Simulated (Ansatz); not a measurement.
## Debugging a many-body input for BaTiO3 (R3m)

Aim: the G0W0 gap of BaTiO3 (R3m). The first input has a fault.

Method: G0W0 on LDA, plane waves, PAW, in Ansatz 0.2.0.

## (1) The structure

Symmetry: R3m, No. 160, trigonal system. The conventional cell has a = 5.655 Å, b = 5.655 Å, c = 6.955 Å, α = 90.00°, β = 90.00°, γ = 120.00°. Ba has 12 O at 2.79 to 2.89 Å nearest. Ti has 6 O at 1.87 to 2.14 Å nearest. O has 2 Ti at 1.87 to 2.14 Å and 4 Ba at 2.79 to 2.89 Å nearest. Farther neighbours and most contacts between anions are not listed.

The cell and positions come from the Crystallography Open Database and are kept as given unless a step says otherwise. Spin-orbit coupling is left out unless a step names it. The default PAW set here is soft_1. Its files were made with PBE; for other functionals the partial waves and projectors stay those of PBE.

## (2) First try

File input.yaml:

```yaml
crystal:
  lattice:
    - [2.8273666084, 1.6323808724, 2.3183934932]
    - [-2.8273666084, 1.6323808724, 2.3183934932]
    - [0.0, -3.2647617449, 2.3183934932]
  atoms:
    - { symbol: Ba, position: [0.0, 0.0, 0.0] }
    - { symbol: Ti, position: [0.4845, 0.4845, 0.4845] }
    - { symbol: O, position: [0.5086, 0.5086, 0.0175] }
    - { symbol: O, position: [0.0175, 0.5086, 0.5086] }
    - { symbol: O, position: [0.5086, 0.0175, 0.5086] }
kpoints:
  mp_grid: { grid: [4, 4, 4] }
hamiltonian:
  xc: lda
  pseudopotentials: { kind: paw, azcp: { folder: "./paw" } }
scf:
  occupations: { method: fixed }
gw:
  n_empty_bands: 100000
  ecut_chi: 80
  qp_bands: [v2, c2]
  qp_kpoints: band_edges
  screening: { model: contour_deformation }
```

Run with:

```console
ansatz run input.yaml --threads 3 --pin off --max-ram 92160MiB --backend cpu --events-out ev --progress --plain --runs-dir out
```

Numbers of over 12 decimals in the logs are rounded to 6 here.

The program printed:

```text
Error: inconsistent input (gw.n_empty_bands, basis.ecutwfc): the count of 100020 bands up to the last of gw.n_empty_bands exceeds the smallest per-k basis n_pw = 1237 of the GW NSCF pass (the SCF k-mesh) (at k = [0.000000, 0.000000, 0.000000] in reciprocal lattice vectors) — raise basis.ecutwfc, or ask for fewer bands where the run can do with them
```

Elapsed: 0.13 s, on 3 threads of AMD EPYC 7R13 (Zen 3), shared host; peak memory 0.091 GiB.

**What went wrong?**

The program refused the input before any cycle.

The program's message: “Error: inconsistent input (gw.n_empty_bands, basis.ecutwfc): the count of 100020 bands up to the last of gw.n_empty_bands exceeds the smallest per-k basis n_pw = 1237 of the GW NSCF pass (the SCF k-me …”

The fault: more bands than plane waves. A basis holds no more bands than it has plane waves.

## (3) A better input

Now the one-shot GW correction: screening in the RPA, then the self-energy of the levels asked for.

input.yaml, as its differences from that of step 2:

```diff
@@ -19,4 +19,4 @@
 gw:
-  n_empty_bands: 100000
-  ecut_chi: 80
+  n_empty_bands: 508
+  ecut_chi: 230.0
   qp_bands: [v2, c2]
```

Run with:

```console
ansatz run input.yaml --threads 3 --pin off --max-ram 92160MiB --backend cuda --events-out ev --progress --plain --runs-dir out --devices 1 --max-vram 13GiB
```

The program printed:

```text
Warning: <dir> the record states the generating functional pbe (its physics header spells it `PBE`), which answers neither for hamiltonian.xc's functional nor for the lda family's — results may be inconsistent (PPs are generated against a specific XC)
[...]
GPUs: using 1 of 1 available (devices: 1).
[...]
device memory: the entry about to start is reckoned to put 0.6 GiB on a device that reports 70.0 GiB free (of which the cap on the GPU budget leaves the run 13.0 GiB)
GPU FFT provider: cuFFT
GPU libraries: cuBLAS 13.8.2, cuFFT 12.4.0, cuSOLVER 12.3.4
Crystal: 5 atoms, lattice volume = 64.201 Å³
Basis set: ecut = 420 eV, 1237 PW (Γ)
Bands: 25, of which v1, the nominal top of the filled ones, is band 20 counted from 1 (19 counted from 0)
Symmetry: 6 space group operations
[...]
k-points: 13 of 64 (time reversal used)
[...]
GPU buffer pool allocated for 19683 grid points (all kernels)
[...]
0    19      9.4671   -25.7743     3.9038   -21.4345  0.7267     9.0278     9.0311  root
     0    20      9.4671   -25.7743     3.9038   -21.4345  0.7267     9.0278     9.0311  root
     0    21     12.1724   -13.0308    -6.3191   -20.6661  0.7398    13.5197    13.4887  root
     0    22     12.1724   -13.0308    -6.3191   -20.6661  0.7398    13.5197    13.4887  root
     1    19      9.1870   -25.2030     3.7982   -20.9786  0.7248     8.7574     8.7608  root
     1    20      9.2337   -25.7688     4.0451   -21.2661  0.7247     8.7723     8.7762  root
     1    21     12.2621   -13.2466    -6.3746   -20.9404  0.7370    13.6134    13.5813  root
     1    22     12.8858   -13.9882    -6.6453   -21.9528  0.7220    14.2429    14.2052  root
[...]
12    19      9.8031   -25.7385     4.3893   -20.8824  0.7186     9.3323     9.3364  root
    12    20      9.8180   -25.7631     4.3998   -20.8952  0.7186     9.3457     9.3498  root
    12    21     14.1730   -14.6101    -7.7928   -23.7242  0.6833    15.5546    15.4942  root
    12    22     14.3218   -14.7070    -7.8861   -23.9194  0.6800    15.7108    15.6481  root
[key lines of the parts left out:]
SCF converged after 8 iterations
Free energy (F): -9904.583849 eV
Fermi energy:    9.818031 eV
```

The job ended after 32 s (1 × NVIDIA H100 80GB HBM3 (shared by 6 runs) with 3 threads; peak memory 1.7 GiB).

In the SCF lines HF is the Harris–Foulkes energy and dr2 the Hartree energy of the density residual, in eV; the loop may stop once dr2 is under the threshold and the program's other checks hold. Hψ counts applications of the Hamiltonian.

Numbers from this step:

```
bands summed                                 : 528
RPA ε∞ on this mesh (eigenvalues)            : 5.378, 5.846, 5.846
plane waves in the screening matrix          : 485
q-points in the mesh                         : 64
G0W0 gap on the mesh                         : 4.139 eV
k of the valence top                         : -0.5, -0.5, -0.5
k of the conduction bottom                   : 0, 0, 0
starting gap on the mesh                     : 2.354 eV
Z at the valence top                         : 0.7186
Z at the conduction bottom                   : 0.7398
least direct G0W0 gap on the computed points : 4.458 eV
```

The gap on the mesh goes from 2.35 eV to 4.14 eV, a correction of +1.78 eV. Between the two edge states, bare exchange in place of the xc potential would open the gap by 12.50 eV, and correlation takes back 10.72 eV.

## (4) Outcome

```json
{
  "first try": "refused after 0.13 s",
  "better run": "G0W0 gap on the mesh 4.14 eV (4×4×4 mesh, 508 empty bands, screening to 230 eV)"
}
```

**Reading.** The second run differs in: empty bands and screening cutoff (eV). Bands and cutoff are finite, so the gap is not at the basis limit. The miss can reach some tenths of an eV and take either sign; the mesh is an error of its own. The 4×4×4 mesh is coarse for this cell (its supercell is 16 Å along the shortest edge). The RPA ε∞ on it, from the LDA start, is 5.38 and 5.85; such meshes misread the long-range screening, most where the gap is narrow. The many-body steps are scalar-relativistic: spin-orbit coupling is not in them.

[Paths, hosts, dates, memory and timing lines, banners, echoed tables and standing remarks are left out of the program output.]

[Logs are printed without paths, hosts, clocks, repeated set-up lines and the standing remarks that a program may print on its own settings, such as how far it seeks lower states.]

[Runs of the session that timed out or met a known fault of the program may be left out.]

[Cells called generated may have been cut or substituted from an entry of the Crystallography Open Database or the Materials Project.]

[Hosts, paths, dates, database ids (printed as entryN), source tags and the programs' standing remarks are cut or masked in the printed files.]
